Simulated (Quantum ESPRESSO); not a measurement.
# Ionisation energy and electron affinity at BP(110), part 6 of 6

Wanted: ionisation energy, electron affinity and surface tilt of BP(110).

Quantum ESPRESSO 7.5; plane-wave DFT, PBE, GBRV ultrasoft pseudopotentials.

So far. Step 9 (Projected density of states of the relaxed slab): The atomic orbitals miss 0.8 % of the occupied states; for empty states the projections can miss much more. Step 10 (Ground state of the bulk crystal): The run needed 9 iterations to bring the estimated error under 1e-08 Ry.

### 11. Band structure of the bulk crystal

The density is frozen and the levels are solved along a path.

Contents of a.bands.in:

```
&control
  prefix = 'a.bands'
  outdir = './out'
  pseudo_dir = './pseudo'
  calculation = 'bands'
/
&system
  ibrav = 0
  nat = 4
  ntyp = 2
  ecutwfc = 40
  ecutrho = 200
  occupations = 'smearing'
  smearing = 'fd'
  degauss = 0.002
  nbnd = 16
/
&electrons
  conv_thr = 1e-07
  mixing_beta = 0.4
  electron_maxstep = 120
/
ATOMIC_SPECIES
  B   10.8100  b_pbe_v1.4.uspp.F.UPF
  P   30.9738  p_pbe_v1.5.uspp.F.UPF
CELL_PARAMETERS angstrom
  4.55000000000000 0.00000000000000 0.00000000000000
  0.00000000000000 3.21733585439879 0.00000000000000
  0.00000000000000 0.00000000000000 3.21733585439879
ATOMIC_POSITIONS crystal
  B   0.000000000000 0.000000000000 0.000000000000
  P   0.250000000000 0.500000000000 0.000000000000
  B   0.500000000000 0.500000000000 0.500000000000
  P   0.750000000000 0.000000000000 0.500000000000
K_POINTS crystal_b
6
  0.0000000000 0.0000000000 0.0000000000 20
  1.0000000000 0.0000000000 0.0000000000 1
  0.0000000000 0.0000000000 0.0000000000 20
  0.5000000000 0.0000000000 0.5000000000 1
  0.0000000000 0.0000000000 0.0000000000 20
  0.0000000000 0.5000000000 0.5000000000 1
```

Run with:

```console
$ cp -r out/a.save out/a.bands.save
$ cp out/a.xml out/a.bands.xml
$ OMP_NUM_THREADS=1 mpirun -n 4 pw.x -nk 4 -in a.bands.in > a.bands.out
```

The program printed:

```text
[banner, memory and clock lines left out]
Program PWSCF v.7.5 starts

          URL

     Atomic positions and unit cell read from directory:
     ./out/a.bands.save/

     Found identity + ( -0.5000 -0.5000 -0.5000) symmetry
     This is a supercell, fractional translations are disabled
     Message from routine setup:
     using ibrav=0 with symmetry is DISCOURAGED, use correct ibrav instead

     G-vector sticks info

     bravais-lattice index     =            0
     lattice parameter (alat)  =       8.5983  a.u.
     unit-cell volume          =     317.8343 (a.u.)^3
     number of atoms/cell      =            4
     number of atomic types    =            2
     number of electrons       =        16.00
     number of Kohn-Sham states=           16
     kinetic-energy cutoff     =      40.0000  Ry
     charge density cutoff     =     200.0000  Ry
     Exchange-correlation=  SLA  PW   PBX  PBC
                           (   1   4   3   4   0   0   0)

     celldm(1)=   8.598254  celldm(2)=   0.000000  celldm(3)=   0.000000
     celldm(4)=   0.000000  celldm(5)=   0.000000  celldm(6)=   0.000000

     crystal axes: (cart. coord. in units of alat)
               a(1) = (   1.000000   0.000000   0.000000 )
               a(2) = (   0.000000   0.707107   0.000000 )
               a(3) = (   0.000000   0.000000   0.707107 )

     reciprocal axes: (cart. coord. in units 2 pi/alat)
               b(1) = (  1.000000  0.000000  0.000000 )
               b(2) = (  0.000000  1.414214  0.000000 )
               b(3) = (  0.000000  0.000000  1.414214 )

     PseudoPot. # 1 for B  read from file:
     ./pseudo/b_pbe_v1.4.uspp.F.UPF
     Pseudo is Ultrasoft + core correction, Zval =  3.0
     Generated by new atomic code, or converted to UPF format
     Using radial grid of  781 points,  4 beta functions with:
                l(1) =   0
                l(2) =   0
                l(3) =   1
                l(4) =   1
     Q(r) pseudized with  8 coefficients,  rinner =    1.100   1.100   1.100

     PseudoPot. # 2 for P  read from file:
     ./pseudo/p_pbe_v1.5.uspp.F.UPF
     Pseudo is Ultrasoft + core correction, Zval =  5.0
     Generated by new atomic code, or converted to UPF format
     Using radial grid of  903 points,  6 beta functions with:
                l(1) =   0
                l(2) =   0
                l(3) =   1
                l(4) =   1
                l(5) =   2
                l(6) =   2
     Q(r) pseudized with  8 coefficients,  rinner =    1.300   1.300   1.300
                                                       1.300   1.300

     atomic species   valence    mass     pseudopotential
     B                 3.00    10.81000     B ( 1.00)
     P                 5.00    30.97380     P ( 1.00)

      8 Sym. Ops. (no inversion) found

   Cartesian axes

     site n.     atom                  positions (alat units)
         1        B      tau(   1) = (   0.0000000   0.0000000   0.0000000  )
         2        P      tau(   2) = (   0.2500000   0.3535534   0.0000000  )
         3        B      tau(   3) = (   0.5000000   0.3535534   0.3535534  )
         4        P      tau(   4) = (   0.7500000   0.0000000   0.3535534  )

     number of k points=    63  Fermi-Dirac smearing, width (Ry)=  0.0020
                       cart. coord. in units 2pi/alat
        k(    1) = (   0.0000000   0.0000000   0.0000000), wk =   0.0317460
        k(    2) = (   0.0500000   0.0000000   0.0000000), wk =   0.0317460
        k(    3) = (   0.1000000   0.0000000   0.0000000), wk =   0.0317460
        k(    4) = (   0.1500000   0.0000000   0.0000000), wk =   0.0317460
        k(    5) = (   0.2000000   0.0000000   0.0000000), wk =   0.0317460
        k(    6) = (   0.2500000   0.0000000   0.0000000), wk =   0.0317460
        k(    7) = (   0.3000000   0.0000000   0.0000000), wk =   0.0317460
        k(    8) = (   0.3500000   0.0000000   0.0000000), wk =   0.0317460
        k(    9) = (   0.4000000   0.0000000   0.0000000), wk =   0.0317460
        k(   10) = (   0.4500000   0.0000000   0.0000000), wk =   0.0317460
        k(   11) = (   0.5000000   0.0000000   0.0000000), wk =   0.0317460
        k(   12) = (   0.5500000   0.0000000   0.0000000), wk =   0.0317460
        k(   13) = (   0.6000000   0.0000000   0.0000000), wk =   0.0317460
        k(   14) = (   0.6500000   0.0000000   0.0000000), wk =   0.0317460
        k(   15) = (   0.7000000   0.0000000   0.0000000), wk =   0.0317460
        k(   16) = (   0.7500000   0.0000000   0.0000000), wk =   0.0317460
        k(   17) = (   0.8000000   0.0000000   0.0000000), wk =   0.0317460
        k(   18) = (   0.8500000   0.0000000   0.0000000), wk =   0.0317460
        k(   19) = (   0.9000000   0.0000000   0.0000000), wk =   0.0317460
        k(   20) = (   0.9500000   0.0000000   0.0000000), wk =   0.0317460
        k(   21) = (   1.0000000   0.0000000   0.0000000), wk =   0.0317460
        k(   22) = (   0.0000000   0.0000000   0.0000000), wk =   0.0317460
        k(   23) = (   0.0250000   0.0000000   0.0353553), wk =   0.0317460
        k(   24) = (   0.0500000   0.0000000   0.0707107), wk =   0.0317460
        k(   25) = (   0.0750000   0.0000000   0.1060660), wk =   0.0317460
        k(   26) = (   0.1000000   0.0000000   0.1414214), wk =   0.0317460
        k(   27) = (   0.1250000   0.0000000   0.1767767), wk =   0.0317460
        k(   28) = (   0.1500000   0.0000000   0.2121320), wk =   0.0317460
        k(   29) = (   0.1750000   0.0000000   0.2474874), wk =   0.0317460
        k(   30) = (   0.2000000   0.0000000   0.2828427), wk =   0.0317460
        k(   31) = (   0.2250000   0.0000000   0.3181981), wk =   0.0317460
        k(   32) = (   0.2500000   0.0000000   0.3535534), wk =   0.0317460
        k(   33) = (   0.2750000   0.0000000   0.3889087), wk =   0.0317460
        k(   34) = (   0.3000000   0.0000000   0.4242641), wk =   0.0317460
        k(   35) = (   0.3250000   0.0000000   0.4596194), wk =   0.0317460
        k(   36) = (   0.3500000   0.0000000   0.4949747), wk =   0.0317460
        k(   37) = (   0.3750000   0.0000000   0.5303301), wk =   0.0317460
        k(   38) = (   0.4000000   0.0000000   0.5656854), wk =   0.0317460
        k(   39) = (   0.4250000   0.0000000   0.6010408), wk =   0.0317460
        k(   40) = (   0.4500000   0.0000000   0.6363961), wk =   0.0317460
        k(   41) = (   0.4750000   0.0000000   0.6717514), wk =   0.0317460
        k(   42) = (   0.5000000   0.0000000   0.7071068), wk =   0.0317460
        k(   43) = (   0.0000000   0.0000000   0.0000000), wk =   0.0317460
        k(   44) = (   0.0000000   0.0353553   0.0353553), wk =   0.0317460
        k(   45) = (   0.0000000   0.0707107   0.0707107), wk =   0.0317460
[...]
-6.0949  -1.8268   1.1040   4.4497   5.1801   7.8146   8.8156   8.8156
    10.7175  11.7777  12.9089  12.9089  12.9307  16.9044  20.2875  20.4339

          k = 0.1250 0.0000 0.1768 (  1353 PWs)   bands (ev):

    -5.9947  -1.9688   1.3112   4.2350   5.2662   7.2654   8.6833   8.6834
    10.8248  12.2851  13.0242  13.0910  13.0910  17.1748  19.8574  20.0420

          k = 0.1500 0.0000 0.2121 (  1353 PWs)   bands (ev):

    -5.8727  -2.1096   1.4951   4.0587   5.3702   6.6855   8.5432   8.5432
    10.9520  12.8556  13.0826  13.2792  13.2792  17.4746  19.3715  19.5790

          k = 0.1750 0.0000 0.2475 (  1357 PWs)   bands (ev):

    -5.7294  -2.2440   1.6202   3.9618   5.4912   6.0895   8.4009   8.4009
    11.0993  13.1101  13.4605  13.4605  13.4752  17.7873  18.8490  19.0638

          k = 0.2000 0.0000 0.2828 (  1347 PWs)   bands (ev):

    -5.5651  -2.3689   1.6542   3.9804   5.4873   5.6283   8.2608   8.2608
    11.2661  13.1138  13.6230  13.6231  14.1329  18.0974  18.3064  18.5148

          k = 0.2250 0.0000 0.3182 (  1355 PWs)   bands (ev):

    -5.3804  -2.4824   1.5909   4.1232   4.8862   5.7800   8.1261   8.1261
    11.4513  13.1006  13.7574  13.7574  14.8184  17.7572  17.9488  18.3904

          k = 0.2500 0.0000 0.3536 (  1354 PWs)   bands (ev):

    -5.1763  -2.5834   1.4539   4.2920   4.3677   5.9445   7.9991   7.9991
    11.6532  13.0765  13.8577  13.8577  15.5165  17.2123  17.3848  18.6525

          k = 0.2750 0.0000 0.3889 (  1353 PWs)   bands (ev):

    -4.9538  -2.6716   1.2755   3.7093   4.6818   6.1195   7.8815   7.8815
    11.8692  13.0460  13.9224  13.9224  16.1574  16.6808  16.8935  18.8713

          k = 0.3000 0.0000 0.4243 (  1356 PWs)   bands (ev):

    -4.7146  -2.7470   1.0811   3.1426   5.0387   6.3021   7.7745   7.7745
    12.0958  13.0127  13.9545  13.9545  16.0990  16.1705  17.1137  19.0381

          k = 0.3250 0.0000 0.4596 (  1348 PWs)   bands (ev):

    -4.4609  -2.8099   0.8873   2.5961   5.4192   6.4885   7.6789   7.6790
    12.3275  12.9792  13.9598  13.9598  15.5946  15.6890  17.7812  19.1506

          k = 0.3500 0.0000 0.4950 (  1348 PWs)   bands (ev):

    -4.1961  -2.8612   0.7049   2.0749   5.8081   6.6738   7.5954   7.5954
    12.5563  12.9474  13.9461  13.9461  15.0831  15.2436  18.4302  19.2150

          k = 0.3750 0.0000 0.5303 (  1347 PWs)   bands (ev):

    -3.9256  -2.9017   0.5411   1.5856   6.1912   6.8522   7.5243   7.5243
    12.7688  12.9188  13.9208  13.9209  14.6095  14.8425  18.9585  19.2428

          k = 0.4000 0.0000 0.5657 (  1356 PWs)   bands (ev):

    -3.6574  -2.9326   0.4009   1.1372   6.5530   7.0162   7.4658   7.4658
    12.8942  12.9405  13.8910  13.8910  14.2061  14.4943  19.2472  19.2655

          k = 0.4250 0.0000 0.6010 (  1357 PWs)   bands (ev):

    -3.4047  -2.9550   0.2882   0.7436   6.8745   7.1577   7.4203   7.4203
    12.8746  13.0253  13.8622  13.8622  13.9254  14.2087  19.2394  19.3437

          k = 0.4500 0.0000 0.6364 (  1358 PWs)   bands (ev):

    -3.1881  -2.9701   0.2056   0.4260   7.1326   7.2675   7.3876   7.3877
    12.8602  12.9849  13.8138  13.8387  13.8388  13.9954  19.2282  19.3018

          k = 0.4750 0.0000 0.6718 (  1364 PWs)   bands (ev):

    -3.0367  -2.9787   0.1553   0.2139   7.3022   7.3375   7.3681   7.3681
    12.8515  12.8914  13.8094  13.8235  13.8235  13.8631  19.2193  19.2415

          k = 0.5000 0.0000 0.7071 (  1400 PWs)   bands (ev):

    -2.9815  -2.9815   0.1383   0.1384   7.3614   7.3615   7.3616   7.3616
    12.8484  12.8486  13.8181  13.8182  13.8183  13.8183  19.2159  19.2161

          k = 0.0000 0.0000 0.0000 (  1337 PWs)   bands (ev):

    -6.2738  -1.4653   0.5761   5.0249   5.0249   9.1074   9.1074   9.1074
    10.4708  10.7814  12.5053  12.5053  12.5053  16.3755  20.5823  21.1154

          k = 0.0000 0.0354 0.0354 (  1365 PWs)   bands (ev):

    -6.2589  -1.4594   0.5857   4.9812   4.9836   9.0386   9.0387   9.0533
    10.5439  10.8605  12.4737  12.5905  12.5905  16.4199  20.6331  20.9495

          k = 0.0000 0.0707 0.0707 (  1365 PWs)   bands (ev):

    -6.2140  -1.4422   0.6142   4.8577   4.8677   8.8511   8.8511   8.8955
    10.7556  11.0901  12.3838  12.8275  12.8275  16.5378  20.5346  20.7835

          k = 0.0000 0.1061 0.1061 (  1359 PWs)   bands (ev):

    -6.1394  -1.4150   0.6604   4.6742   4.6974   8.5840   8.5840   8.6451
    11.0862  11.4507  12.2472  13.1766  13.1766  16.6806  20.0372  20.3857

          k = 0.0000 0.1414 0.1414 (  1355 PWs)   bands (ev):

    -6.0351  -1.3797   0.7221   4.4543   4.4970   8.2733   8.2733   8.3169
    11.5121  11.9191  12.0779  13.6015  13.6015  16.7582  19.6110  19.8697

          k = 0.0000 0.1768 0.1768 (  1355 PWs)   bands (ev):

    -5.9013  -1.3393   0.7960   4.2208   4.2895   7.9260   7.9437   7.9437
    11.8884  12.0108  12.4742  14.0764  14.0765  16.6486  19.2689  19.4073

          k = 0.0000 0.2121 0.2121 (  1363 PWs)   bands (ev):

    -5.7384  -1.2975   0.8768   3.9934   4.0941   7.4859   7.6108   7.6108
    11.6890  12.5612  13.0985  14.5850  14.5851  16.3008  18.6168  19.3392

          k = 0.0000 0.2475 0.2475 (  1371 PWs)   bands (ev):

    -5.5465  -1.2585   0.9573   3.7900   3.9261   7.0075   7.2844   7.2844
    11.4880  13.1414  13.7783  15.1164  15.1164  15.7922  17.9466  18.5539

          k = 0.0000 0.2828 0.2828 (  1367 PWs)   bands (ev):

    -5.3262  -1.2265   1.0277   3.6275   3.7973   6.4992   6.9709   6.9709
    11.2920  13.7182  14.5017  15.2170  15.6632  15.6632  17.3001  17.7374

          k = 0.0000 0.3182 0.3182 (  1365 PWs)   bands (ev):

    -5.0781  -1.2055   1.0767   3.5216   3.7164   5.9681   6.6745   6.6745
    11.1063  14.2160  14.6308  15.2527  16.2199  16.2199  16.7583  16.9254

          k = 0.0000 0.3536 0.3536 (  1365 PWs)   bands (ev):

    -4.8028  -1.1982   1.0944   3.4847   3.6888   5.4195   6.3982   6.3982
    10.9350  14.0616  14.4420  15.8549  16.3021  16.5174  16.7822  16.7822

          k = 0.0000 0.3889 0.3889 (  1365 PWs)   bands (ev):

    -4.5012  -1.2055   1.0767   3.5216   3.7164   4.8585   6.1440   6.1440
    10.7817  13.5244  14.2160  15.2526  16.7583  16.9254  17.3462  17.3463

          k = 0.0000 0.4243 0.4243 (  1367 PWs)   bands (ev):

    -4.1745  -1.2265   1.0277   3.6275   3.7973   4.2896   5.9136   5.9137
    10.6492  13.0269  13.7182  14.5017  17.3001  17.7375  17.9082  17.9083

          k = 0.0000 0.4596 0.4596 (  1371 PWs)   bands (ev):

    -3.8244  -1.2585   0.9573   3.7177   3.7900   3.9261   5.7082   5.7082
    10.5400  12.5735  13.1415  13.7783  17.9466  18.4636  18.4637  18.5540

          k = 0.0000 0.4950 0.4950 (  1370 PWs)   bands (ev):

    -3.4533  -1.2975   0.8768   3.1478   3.9934   4.0941   5.5287   5.5287
    10.4560  12.1661  12.5613  13.0985  18.6167  19.0064  19.0065  19.3393

          k = 0.0000 0.5303 0.5303 (  1366 PWs)   bands (ev):

    -3.0647  -1.3393   0.7959   2.5862   4.2208   4.2895   5.3758   5.3758
    10.3990  11.8054  12.0108  12.4741  19.2689  19.5282  19.5283  20.0376

          k = 0.0000 0.5657 0.5657 (  1354 PWs)   bands (ev):

    -2.6648  -1.3797   0.7221   2.0412   4.4544   4.4970   5.2500   5.2500
    10.3703  11.4917  11.5122  11.9191  19.8697  20.0159  20.0160  20.5646

          k = 0.0000 0.6010 0.6010 (  1354 PWs)   bands (ev):

    -2.2648  -1.4150   0.6604   1.5263   4.6742   4.6974   5.1517   5.1518
    10.3702  11.0862  11.2251  11.4506  20.3857  20.4501  20.4502  20.8771

          k = 0.0000 0.6364 0.6364 (  1368 PWs)   bands (ev):

    -1.8884  -1.4422   0.6142   1.0666   4.8578   4.8677   5.0814   5.0814
    10.3972  10.7556  11.0075  11.0900  20.7835  20.8023  20.8025  21.0318

          k = 0.0000 0.6718 0.6718 (  1384 PWs)   bands (ev):

    -1.5886  -1.4594   0.5857   0.7163   4.9812   4.9836   5.0391   5.0391
    10.4423  10.5440  10.8480  10.8605  21.0344  21.0370  21.0372  21.1007

          k = 0.0000 0.7071 0.7071 (  1384 PWs)   bands (ev):

    -1.4653  -1.4653   0.5761   0.5761   5.0248   5.0250   5.0250   5.0251
    10.4708  10.4709  10.7814  10.7814  21.1201  21.1201  21.1201  21.1205

     XML data file, pseudopotentials, collected wavefunctions

                                        0.00s GPU  (    1019 calls)
```

Elapsed: 6.3 s, on 4 MPI ranks of Arm Neoverse V2, shared host; peak memory 0.25 GiB; 25 s of CPU time.

This step gave:

- valence top, on the run's zero: 9.107 eV
- conduction bottom, on the run's zero: 10.37 eV
- gap by band count: 1.263 eV

Band numbers count within the set of bands kept for display. Electronic bands along the path, in eV, zero at the Fermi level, which the smearing puts inside the gap; v1 is the highest filled band, c1 the lowest empty one:

```tsv
point	v4	v3	v2	v1	c1	c2	c3	c4
L	-2.35	-2.35	-2.35	-2.35	3.14	3.14	4.11	4.11
halfway	-5.34	-3.77	-1.71	-1.71	1.94	3.37	4.15	4.15
Γ	-4.69	-0.60	-0.60	-0.60	0.76	1.07	2.79	2.79
halfway	-6.02	-4.29	-3.31	-3.31	1.22	4.35	4.73	6.14
X	-4.69	-4.69	-4.69	-4.69	0.76	0.76	1.07	1.07
```

This cell folds an X point onto Γ; unfolded, the conduction bottom lies on the line from Γ to X.

### 12. Electrostatic potential of the bulk crystal

Contents of a.pot.in:

```
&inputpp
  prefix = 'a'
  outdir = './out'
  filplot = 'a.pot.dat'
  plot_num = 11
/
```

Run with:

```console
$ OMP_NUM_THREADS=1 mpirun -n 4 pp.x -in a.pot.in > a.pot.out
```

The program printed:

```text
[banner, memory and clock lines left out]
Program POST-PROC v.7.5 starts

          URL

     ./out/a.save/

     IMPORTANT: XC functional enforced from input :
     Exchange-correlation= PBE
                           (   1   4   3   4   0   0   0)
     Any further DFT definition will be discarded
     Please, verify this is what you really want

     Calling punch_plot, plot_num =  11
     Writing data to file  a.pot.dat
     Message from routine chdens:
     namelist plot not found or invalid, exiting
```

Run time: 0.68 s. Hardware: 4 MPI ranks; peak memory 0.11 GiB.

Electrostatic potential energy of an electron; zero at the Fermi level, which the smearing puts inside the gap. The potential energy, planar mean by z:

```tsv
z (Å)	potential energy, planar mean (eV)
0.00	-13.2
0.12	-12.6
0.24	-11.1
0.36	-8.94
0.48	-6.53
0.60	-4.54
0.71	-3.41
0.83	-3.18
0.95	-3.86
1.07	-5.44
1.19	-7.72
1.31	-10.1
1.43	-12.0
1.55	-13.0
1.67	-13.0
1.79	-12.0
1.91	-10.1
2.03	-7.72
2.14	-5.44
2.26	-3.86
2.38	-3.18
2.50	-3.41
2.62	-4.54
2.74	-6.53
2.86	-8.94
2.98	-11.1
3.10	-12.6
```

### 13. Planar and running averages

Contents of a.avg.in:

```
1
a.pot.dat
1.0
40
3
6.0798836158
```

Run with:

```console
$ OMP_NUM_THREADS=1 average.x < a.avg.in > a.avg.out
```

The program printed:

```text
[banner, memory and clock lines left out]
Program AVERAGE v.7.5 starts

          URL

     Reading header from file  a.pot.dat
     Reading data from file  a.pot.dat
     Output written to file avg.dat

[...]
```

The job ended after 0.46 s (1 MPI rank; peak memory 0.11 GiB).

Numbers from this step:

* average.x's running mean over the crystal, on the run's own zero: 1.631 eV
* mean potential by an exact Fourier window over the crystal, on the run's own zero: 1.631 eV

### 14. The arithmetic

In the relaxed slab the vacuum level is 7.293 eV and the mean potential in the middle -5.693 eV, on the run's zero. In the bulk the valence top lies 7.477 eV over the mean potential. So IE = 7.293 − (-5.693) − 7.477 = 5.509 eV.

### 15. Outcome

- bulk valence top under the vacuum, relaxed face: 5.51 eV
- bulk conduction bottom under the vacuum, relaxed face: 4.25 eV
- bulk valence top under the vacuum, ideal face: 5.48 eV
- buckling angle of the top chain, seen along the chain: 27.2 degrees
- gap of the slab on the mesh: 0.38 eV
- bulk gap along the path: 1.26 eV

What this shows: At the relaxed face the bulk valence top lies 5.51 eV under the vacuum level and the conduction bottom 4.25 eV (PBE, GBRV ultrasoft). The top P atom ends 0.48 Å above its B neighbour, a buckling angle of 27° seen along the chain. Relaxation moves the ionisation energy by +0.03 eV, a change of the surface dipole alone, since the bulk levels are the same. The slab's gap of 0.38 eV lies under the bulk's 1.26 eV, so surface states stand in the gap. These are Kohn-Sham levels: semilocal valence tops lie too high and gaps are too small, so real ionisation energies are mostly larger. The lattice constant was set to 4.55 Å, near the PBE value; the thickness was not varied.

[Logs are printed without paths, hosts, clocks, repeated set-up lines and the standing remarks that a program may print on its own settings, such as how far it seeks lower states.]

[Hosts, paths, dates, database ids (printed as entryN), source tags and the programs' standing remarks are cut or masked in the printed files.]

[Maps of the electrostatic potential energy from Ansatz leave out the sawtooth potential of an applied field or a dipole correction, so their vacuum need not be flat; planar profiles and work functions include it.]
